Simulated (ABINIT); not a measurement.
Planning a run of ABINIT 10.8.3 on LiNbO3 (R3c). The input:

```
acell 3*1.0 Angstrom
rprim 
  2.575800000019 1.487138823389 4.623000000000
  -2.575800000018 1.487138823389 4.623000000000
  0.000000000000 -2.974277646779 4.623000000000
ntypat 3
znucl 3 41 8
natom 10
typat 1 1 2 2 3 3 3 3 3 3
xred 
  0.281500000000 0.281500000000 0.281500000000
  0.781500000000 0.781500000000 0.781500000000
  0.000055000000 0.000055000000 0.000055000000
  0.500055000000 0.500055000000 0.500055000000
  0.112310000000 0.358360000000 0.719590000000
  0.719590000000 0.112310000000 0.358360000000
  0.358360000000 0.719590000000 0.112310000000
  0.219590000000 0.858360000000 0.612310000000
  0.858360000000 0.612310000000 0.219590000000
  0.612310000000 0.219590000000 0.858360000000
pp_dirpath "pseudos"
pseudos "Li.upf, Nb.upf, O.upf"
ecut 37
nspinor 2
ngkpt 4 4 4
nshiftk 1
shiftk 0 0 0
kptopt 1
chksymbreak 0
nband 86
occopt 1
tolvrs 1e-08
nstep 60
prtwf 0
optforces 0
optstress 0
indata_prefix "in"
outdata_prefix "out"
tmpdata_prefix "tmp"
```

```sh
OMP_NUM_THREADS=1 mpirun -n 4 abinit run.abi > log
```

Question: Estimate wall time and host memory on 4 MPI ranks of Arm Neoverse V1, shared host.

It took 10 min; on shared hardware allow 5 min to 20 min. Peak host memory was 0.78 GiB.

[Paths, hosts, dates, memory and timing lines, banners, echoed tables and standing remarks are left out of the program output.]

[Logs are printed without paths, hosts, clocks, repeated set-up lines and the standing remarks that a program may print on its own settings, such as how far it seeks lower states.]

[Runs of the session that timed out or met a known fault of the program may be left out.]

[Hosts, paths, dates, database ids (printed as entryN), source tags and the programs' standing remarks are cut or masked in the printed files.]

[G0W0 gaps are taken among the corrected bands and points alone; a level outside them can change the order at an edge.]

[Where Ansatz stands beside ABINIT at settings called matched, ABINIT's density can come from a denser mesh and the files from another edition; pairs whose starting gaps differed by over 0.03 eV were left out, so agreement reads better than it is.]
